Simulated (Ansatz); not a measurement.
# Lattice dynamics of SiPb (model cell, started as zinc blende), part 2 of 2

Aim: the vibrations of SiPb (model cell, started as zinc blende), their spectra, and whether the structure is stable.

Ansatz 0.2.0; DFT LDA, scalar-relativistic, plane waves, PAW.

So far. Step 4 (Relaxing to small forces for the phonons): The forces vanish by symmetry and the pressure is -0.005 GPa, within the tolerances set. The cell now holds 28.84 Å³/atom. Step 5 (Zone-centre response): Before it was imposed, the acoustic sum rule was missed by 5.3e-6 eV/Å². Small misses are needed for a sound result but don't prove that mesh and cutoff are converged. The lowest optical mode is real, 284 cm⁻¹. The relaxed cell has a = 6.133 Å (conventional setting).

The structure was built from a prototype and need not be the compound's stable phase.

**6. Phonons on a q mesh**

Stability and thermal properties need the whole zone. Linear response on a 4×4×4 q mesh gives force constants as far as a supercell of that size would.

File input.yaml:

```yaml
crystal:
  lattice:
    - [0.0, 3.066562484, 3.066562484]
    - [3.066562484, 0.0, 3.066562484]
    - [3.066562484, 3.066562484, 0.0]
  atoms:
    - { symbol: Pb, position: [0.0, 0.0, 0.0] }
    - { symbol: Si, position: [0.25, 0.25, 0.25] }
kpoints:
  mp_grid: { grid: [12, 12, 12] }
hamiltonian:
  xc: lda
scf:
  occupations: { method: methfessel_paxton, width: 0.15 }
output:
  eigenvalues: true
phonons:
  method: dfpt
  qmesh: [4, 4, 4]
  temperatures: { t_max: 1000, t_step: 50 }
  qpath:
    path:
      - [[0.0, 0.0, 0.0], [-0.5, -0.5, 0.0], [-0.375, -0.375, 0.25]]
      - [[-0.375, 0.0, 0.375], [0.0, 0.0, 0.0], [0.0, 0.0, 0.5], [-0.5, -0.25, 0.25], [-0.5, -0.5, 0.0]]
    npoints: 10
```

Run with:

```sh
$ ansatz run input.yaml --threads 4 --pin off --max-ram 7168MiB --backend cpu --events-out ev --progress --plain --runs-dir out
```

Numbers of over 12 decimals in the logs are rounded to 6 here.

Output:

```text
Warning: phonons: the dynamical matrix that this run interpolates holds no multipole term above the dipole-dipole one, and a site of this crystal is no centre of inversion, so its interpolated transverse optical and acoustic branches and sound speeds can stay off near Gamma, and the density of states and the thermodynamics with them. What a run solves at a wave vector of phonons.qpoints, Gamma apart, where the deck admits one, is free of this, and under fd what a larger phonons.supercell samples
[...]
Crystal: 2 atoms, lattice volume = 57.675 Å³
Basis set: ecut = 420 eV, 1139 PW (Γ), exchange–correlation on 60×60×60 points (8 copies of the dense FFT grid, shifted against one another)
Bands: 13, of which v1, the nominal top of the filled ones, is band 9 counted from 1 (8 counted from 0)
Symmetry: 24 space group operations
k-points: 72 of 1728 (time reversal used)
[...]
SCF iter   1: F=—  HF=-12210.103247 eV  |F-HF|=—  |Δ(HF+E_count)|=         —  Δρ=4.51e-3  dr2=9.86e-3  ethr=1.77e-3  ⟨swp⟩=6.2  Hψ=6366  notcnv=0
[...]
SCF iter  10: F=-12210.100563 eV  HF=-12210.100563 eV  |F-HF|=1.82e-12  |Δ(HF+E_count)|=  3.64e-12  S|Δr|=    0.00e0  Δρ=3.92e-8  dr2=2.08e-12  ethr=1.00e-12  ⟨swp⟩=6.9  Hψ=4870  notcnv=0
SCF 1 converged in 10 iterations: F = -12210.100563 eV  dr2 = 2.08e-12
[...]
SCF iter   4: F=-12210.100563 eV  HF=-12210.100563 eV  |F-HF|=7.28e-12  |Δ(HF+E_count)|=  1.82e-12  S|Δr|=    0.00e0  Δρ=2.21e-8  dr2=4.61e-13  ethr=1.00e-12  ⟨swp⟩=2.7  Hψ=1958  notcnv=0
SCF 2 converged in 4 iterations: F = -12210.100563 eV  dr2 = 4.61e-13
phonons: the bands overlap, so this run is a metal and interpolates without the dipole-dipole term. If the crystal is really an insulator or semiconductor, its LO-TO splitting is missing
NSCF: frozen V_eff on 72 k-points
WARN: eigensolver did not converge in 5 slots of this pass, the one above among them; of largest residual over every band (k=38): 1 band(s) unlocked (lowest unlocked band 12, counted from 0; max residual 5.45e-5 eV among the unlocked bands, 5.45e-5 eV over every band); of lowest unlocked band (k=13): band 12
[...]
DFPT response loops at q = (0, 0, 0) (fractional): preconditioner auto → Kerker (q_TF=auto, 2.247 Å⁻¹) (partly filled bands, converged f_vac=0.005); β = 1.00, the filter's whole step (`scf.mixing.beta` (0.50) is not read by the response loops under this deck's `scf.mixing.preconditioner`; to damp them name `kerker` or `kerker_dos`, under which they read `scf.mixing.beta`, and type it under 1.00, their step now; both keys bind the ground state too); Broyden in place of MSR1
[...]
SCF converged after 10 iterations
[...]
Free energy (F): -12210.100563 eV
[...]
Internal energy: -12210.100332 eV  (E = F + TS)
E sigma→0 (E₀):  -12210.100505 eV
Entropy (-TS):   -0.000231 eV (-0.115 meV/atom)
Fermi energy:    7.216577 eV
[...]
--- Band table (eV; the first three rows and the last of 72) ---
  k-point 0: bands = [... 5 lower, -4.5637, 6.1159, 7.3904, 7.3904, 7.3904, 9.5454, 9.5454, 9.5454]
  k-point 1: bands = [... 5 lower, -4.4896, 5.3610, 7.2393, 7.2393, 7.6464, 9.7352, 9.7352, 9.7966]
  k-point 2: bands = [... 5 lower, -4.2708, 4.0870, 6.9160, 6.9160, 7.6138, 10.1373, 10.1373, 10.5984]
  k-point 71: bands = [... 5 lower, -1.7275, -0.2607, 3.8672, 4.0407, 10.1809, 11.0969, 11.3198, 11.7431]
--- Phonons (Γ-DFPT): 2 representative perturbations + reference (Σ response iterations 6) ---
  ASR residual: 4.849e-6 → 0.000e0 eV/Å²; symmetrization residual: 4.047e-6 eV/Å²
  ASR residual per site (eV/Å²): 6.12e-7 4.85e-6
  Γ frequencies (cm⁻¹): 0.00 0.00 0.00 284.37 284.37 284.37
--- Phonons (arbitrary-q DFPT): 8 irreducible q on the 4×4×4 mesh ---
  q = [0.0000, 0.0000, 0.0000] (star 1, of the zone-centre solve; hermiticity 1.10e-6, symmetrization 1.65e-12): -0.00 -0.00 0.00 284.37 284.37 284.37
  q = [0.0000, 0.0000, 0.2500] (star 8, 2 solved perturbations on 936 of 1728 k-point pairs; hermiticity 5.00e-7, symmetrization 1.56e-12): 30.28 30.28 80.43 293.56 293.56 300.83
[...]
q = [0.0000, 0.2500, 0.2500] (star 6, 4 solved perturbations in 1608 linear systems a pass and spin channel, the states on 510 of 1728 k-point pairs; hermiticity 5.02e-7, symmetrization 4.77e-13): 39.54 39.54 83.77 291.29 291.29 309.08
[...]
sum rule: each row above includes the acoustic sum rule's correction from the zone centre's row sums; it moved no ω² by more than (0.22 cm⁻¹)²
  mesh force constants: q→R imaginary residual 2.25e-18; ASR residual 4.849e-6 → 0.000e0 eV/Å²; symmetrization residual 5.329e-15 eV/Å²
  interpolated dispersion: 62 rows × 6 modes
  density of states and harmonic sums: on the 20×20×20 q-mesh, interpolated from the force constants of a 4×4×4 supercell (no non-analytic term)
  largest difference from the sums on the solved wave vectors: F 1.26e-2 eV, S 1.66e-5 and C_V 4.01e-6 eV/K
  zero-point energy: 0.066610 eV/cell   skipped modes (ω ≤ 0): 3   left out of the sums: 6.25e-5 of the cell's modes: C_V's classical limit lies that fraction below 3 k_B per atom; for a crystal, a wire or a layer, F and S can be off by more, and a phonons.interpolated_qmesh denser along its periods is the remedy for the sampling
```

It took 10 min on 4 threads of Arm Neoverse N1, shared host; peak memory 2.8 GiB.

Numbers from this step:

* sum-rule residual before enforcement: 4.85e-6 eV/Å²
* lowest frequency on the path: 0 cm⁻¹
* highest frequency on the path or at a solved wavevector: 316.7 cm⁻¹
* mean frequency: 179.1 cm⁻¹
* Debye temperature (second moment): 399 K
* logarithmic mean frequency: 129.8 cm⁻¹
* lowest mode on the q mesh (acoustic modes at Γ apart): 30.28 cm⁻¹
* zero-point energy per atom: 33.31 meV
* heat capacity at 300 K: 22.93 J/(mol atoms K)
* vibrational entropy at 300 K: 37.81 J/(mol atoms K)
* edges of the widest gap between branches, on path and mesh: 119.1, 277.5 cm⁻¹

Frequencies (cm⁻¹) solved at each irreducible wavevector; negative means imaginary. Frequencies by wavevector, by row:

```csv
q in reciprocal lattice units,star,mode 1,mode 2,mode 3,mode 4,mode 5,mode 6
0 0 0,1,0,0,0,284.4,284.4,284.4
0 0 0.25,8,30.3,30.3,80.4,293.6,293.6,300.8
0 0 -0.5,4,34.5,34.5,111.1,295.6,295.6,308.6
0 0.25 0.25,6,39.5,39.5,83.8,291.3,291.3,309.1
0 0.25 -0.5,24,41.5,57.2,103.1,285.3,293,309.3
0 0.25 -0.25,12,41.3,58,94.4,283.6,293.9,306.7
0 -0.5 -0.5,3,39,39,119.1,292.6,292.6,316.7
0.25 -0.5 -0.25,6,54.1,60.7,103.4,278.9,291.4,308.1
```

Interpolated from a 4×4×4 q mesh. The phonon branches at the labelled points (cm⁻¹):

```csv
point,branch 1,branch 2,branch 3,branch 4,branch 5,branch 6
Γ,0,0,0,284,284,284
halfway,40,40,84,291,291,309
X,39,39,119,293,293,317
halfway,41,46,116,288,293,314
U,45,55,108,280,293,311
jump to K,45,55,108,280,293,311
halfway,34,53,83,291,295,303
Γ,0,0,0,284,284,284
halfway,30,30,80,294,294,301
L,34,34,111,296,296,309
halfway,45,54,103,283,293,308
W,54,61,103,279,291,308
halfway,47,49,112,286,292,312
X,39,39,119,293,293,317
```

The phonon branches as a text plot (rows in cm⁻¹):

```
    310 |    *******************             ********************
    297 |  **************************     ***********************
    284 |****          *********    *******         ***********
    271 |
    257 |
    244 |
    231 |
    218 |
    205 |
    191 |
    178 |
    165 |
    152 |
    139 |
    125 |            *                                          *
    112 |        **** *****                    ******       ****
     99 |       *          ****               *      *******
     86 |      *               **           **
     73 |    **                  *         *
     59 |   *            *******  **                  *******
     46 |       ***** ********* **  *     *        ******   *****
     33 |  *****     **        *****     *  *********           *
     20 | **                      ****  ****
      7 |**                          ****
         Γ           X  U|K            Γ         L        W     X
```

Tetrahedra on a 20×20×20 mesh, mean over bins of 5 cm-1. Interpolated from a 4×4×4 q mesh. Table of phonon density of states by wavenumber; read off at these points:

```csv
wavenumber (cm⁻¹),phonon density of states (1/cm⁻¹/cell)
2,5.0e-5
18,0.00303
32,0.0223
42,0.0966
48,0.0770
62,0.00271
78,0.00524
92,0.0150
102,0.0730
108,0.0310
122,0
138,0
152,0
168,0
182,0
198,0
212,0
228,0
242,0
258,0
272,0
288,0.0661
292,0.258
302,0.0231
308,0.126
318,0.00334
```

The partial phonon density of states has structure finer than the step of the table below, so its rows give means over 10 cm⁻¹, whole bins alone (the curve runs from -10 to 336 cm⁻¹). Peaks (cm⁻¹: height): Pb 42.3: 0.0807, 103.2: 0.0618, 292.6: 0.0186; Si 292.6: 0.186, 307.9: 0.0989.

Phonopy on the run's constants, 17x17x17 mesh, Gaussian sigma 2.5 cm-1. Interpolated from a 4×4×4 q mesh. The partial phonon density of states by wavenumber; means over each step; values in 1/cm⁻¹/cell:

```csv
wavenumber (cm⁻¹),Pb,Si
0,7.8e-5,9.3e-6
10,9.2e-4,1.2e-4
20,0.00416,5.3e-4
30,0.0177,0.00208
40,0.0655,0.00702
50,0.0674,0.00649
60,0.0301,0.00277
70,0.00341,2.8e-4
80,0.00585,3.8e-4
90,0.0127,5.4e-4
100,0.0444,7.0e-4
110,0.0242,2.0e-4
120,0.00243,8.3e-6
130,2.2e-6,0
140,0,0
150,0,0
160,0,0
170,0,0
180,0,0
190,0,0
200,0,0
210,0,0
220,0,0
230,0,0
240,0,0
250,0,0
260,0,0
270,1.0e-5,9.8e-4
280,9.4e-4,0.0343
290,0.0112,0.122
300,0.00480,0.0521
310,0.00405,0.0645
320,1.3e-4,0.00429
330,0,7.5e-7
```

Second derivatives of the energy by pair, one row for each kind of neighbour of each atom listed. Each entry sums the pair over the periodic images of the supercell that the q mesh stands for, and in a polar crystal it holds the long-range dipole part too. Force constants by pair, by row:

```csv
atom,neighbour,distance (Å),third of the trace (eV/Å²),along the pair's line (eV/Å²)
Pb1,itself,0,8.069,–
Pb1,Si,2.656,-1.985,-5.201
Pb1,Pb,4.337,-0.0093,-0.2527
Pb1,Si,5.085,0.0382,0.0515
Pb1,Pb,6.133,-0.0121,-0.0169
Pb1,Si,6.683,-0.0263,0.0259
Si2,itself,0,8.428,–
Si2,Pb,2.656,-1.985,-5.201
Si2,Si,4.337,-0.0389,-0.2167
Si2,Pb,5.085,0.0382,0.0515
Si2,Si,6.133,-0.0139,-0.0121
Si2,Pb,6.683,-0.0263,0.0259
```

Harmonic thermodynamic functions per atom, from the density of states. Interpolated from a 4×4×4 q mesh. Thermodynamic functions, by row:

```csv
T (K),F_vib (meV/atom),S (J/mol-atom/K),C_V (J/mol-atom/K)
0,33.31,0,0
50,31.68,8.042,9.658
100,25.26,16.37,14.86
200,1.43,28.89,20.89
300,-33.37,37.81,22.93
400,-76.19,44.54,23.77
500,-125.2,49.89,24.18
600,-179.3,54.32,24.4
700,-237.6,58.09,24.54
800,-299.5,61.38,24.64
900,-364.7,64.28,24.7
1000,-432.7,66.89,24.75
```

Harmonic mean-square displacement, third of the trace. Interpolated from a 4×4×4 q mesh. Mean square displacements, by row:

```csv
T (K),Pb1 U_eq (Å²),Si2 U_eq (Å²)
0,0.00145,0.00284
100,0.00476,0.00549
300,0.01378,0.01347
600,0.02746,0.02626
```

Symmetry leaves 8 wavevectors to solve. The lowest mode among them, the acoustic zeros apart, lies at q = (0, 0, 0.25) and is real, 30.3 cm⁻¹.

**7. Another isotope, element Pb, natural mass 207.2 amu**

An isotope changes the mass and not the force constants, so no new electronic calculation is needed; the shifts show which modes move this element.

The same force constants with the mass of Pb changed from 207.200 to 203.973 u (phonopy, no LO-TO term). Both lists are sorted by frequency; levels can cross, so a row need not hold one and the same mode. Modes under 3 cm⁻¹ are left out. Isotope shifts, by row:

```csv
q,rank,natural mass (cm⁻¹),changed mass (cm⁻¹)
0 0 0,4,284.4,284.6
0 0 0,5,284.4,284.6
0 0 0,6,284.4,284.6
0 0 0.25,1,30.28,30.49
0 0 0.25,2,30.28,30.49
0 0 0.25,3,80.43,81.03
0 0 0.25,4,293.6,293.8
0 0 0.25,5,293.6,293.8
0 0 0.25,6,300.8,301
0 0 -0.5,1,34.47,34.71
0 0 -0.5,2,34.47,34.71
0 0 -0.5,3,111.1,111.9
0 0 -0.5,4,295.6,295.9
0 0 -0.5,5,295.6,295.9
0 0 -0.5,6,308.6,308.6
0 0.25 0.25,1,39.54,39.82
0 0.25 0.25,2,39.54,39.82
0 0.25 0.25,3,83.77,84.39
0 0.25 0.25,4,291.3,291.5
0 0.25 0.25,5,291.3,291.5
0 0.25 0.25,6,309.1,309.2
```

A mode of this element alone would shift by +0.79 %. The highest zone-centre frequency without the field goes from 284.4 to 284.6 cm⁻¹ (+0.1 %). The product of the frequency ratios over all optical modes at Γ is 1.003; the product rule, (m/m′)^(3k/2) (M′/M)^(3/2) with k = 1 such atoms and M the mass of the cell, gives 1.003.

**8. Another isotope, element Si, natural mass 28.085 amu**

The same for Si, from 28.09 to 29.97 u.

The same force constants with the mass of Si changed from 28.085 to 29.974 u (phonopy, no LO-TO term). Both lists are sorted by frequency; levels can cross, so a row need not hold one and the same mode. Modes under 3 cm⁻¹ are left out. Isotope shifts, by row:

```csv
q,rank,natural mass (cm⁻¹),changed mass (cm⁻¹)
0 0 0,4,284.4,276.4
0 0 0,5,284.4,276.4
0 0 0,6,284.4,276.4
0 0 0.25,1,30.28,30.17
0 0 0.25,2,30.28,30.17
0 0 0.25,3,80.43,80.27
0 0 0.25,4,293.6,285.2
0 0 0.25,5,293.6,285.2
0 0 0.25,6,300.8,291.8
0 0 -0.5,1,34.47,34.35
0 0 -0.5,2,34.47,34.35
0 0 -0.5,3,111.1,111
0 0 -0.5,4,295.6,287.1
0 0 -0.5,5,295.6,287.1
0 0 -0.5,6,308.6,298.8
0 0.25 0.25,1,39.54,39.41
0 0.25 0.25,2,39.54,39.41
0 0.25 0.25,3,83.77,83.59
0 0.25 0.25,4,291.3,282.9
0 0.25 0.25,5,291.3,282.9
0 0.25 0.25,6,309.1,299.8
```

A mode of this element alone would shift by -3.20 %. The highest zone-centre frequency without the field goes from 284.4 to 276.4 cm⁻¹ (-2.8 %). The product of the frequency ratios over all optical modes at Γ is 0.918; the product rule, (m/m′)^(3k/2) (M′/M)^(3/2) with k = 1 such atoms and M the mass of the cell, gives 0.918.

**9. Summary of results**

* space group after relaxation (within 0.01 Å): F-43m
* volume per atom: 28.8 Å³
* electronic character: no gap on this mesh
* highest optical mode at the zone centre (no LO-TO term): 284 cm⁻¹
* lowest optical zone-centre mode: 284 cm⁻¹
* lowest mode on the q mesh (acoustic modes at Γ apart): 30.3 cm⁻¹
* highest frequency on the path or at a solved wavevector: 317 cm⁻¹
* zero-point energy per atom: 33.3 meV
* heat capacity at 300 K: 22.9 J/(mol atoms K)
* vibrational entropy at 300 K: 37.8 J/(mol atoms K)
* Debye temperature (second moment): 399 K
* imaginary modes on the 4×4×4 q mesh: none

The structure is a minimum as far as tested: no mode is imaginary at the 8 irreducible wavevectors of the 4×4×4 mesh, and the softest away from the acoustic zeros lies at 30 cm⁻¹. The optical modes at Γ form one degenerate level at 284 cm⁻¹. The highest mode in this list at Γ, 284.4 cm⁻¹, is mostly motion of Si (88 % of the kinetic energy). On the path and the mesh, the widest gap between branches runs from 119 to 278 cm⁻¹. With no gap, or one that is small against the smearing, the frequencies hang on the k mesh and the smearing, most of all near Kohn anomalies. Spin-orbit coupling is left out, which can matter for the heavy elements here. A phonon run warned that its eigensolver left some bands unconverged in a pass. The starting cell was built on a prototype and not taken from a measurement, so the phase need not exist. These are harmonic frequencies at zero temperature: anharmonic shifts, linewidths and thermal expansion are left out.

[Logs are printed without paths, hosts, clocks, repeated set-up lines and the standing remarks that a program may print on its own settings, such as how far it seeks lower states.]

[Hosts, paths, dates, database ids (printed as entryN), source tags and the programs' standing remarks are cut or masked in the printed files.]
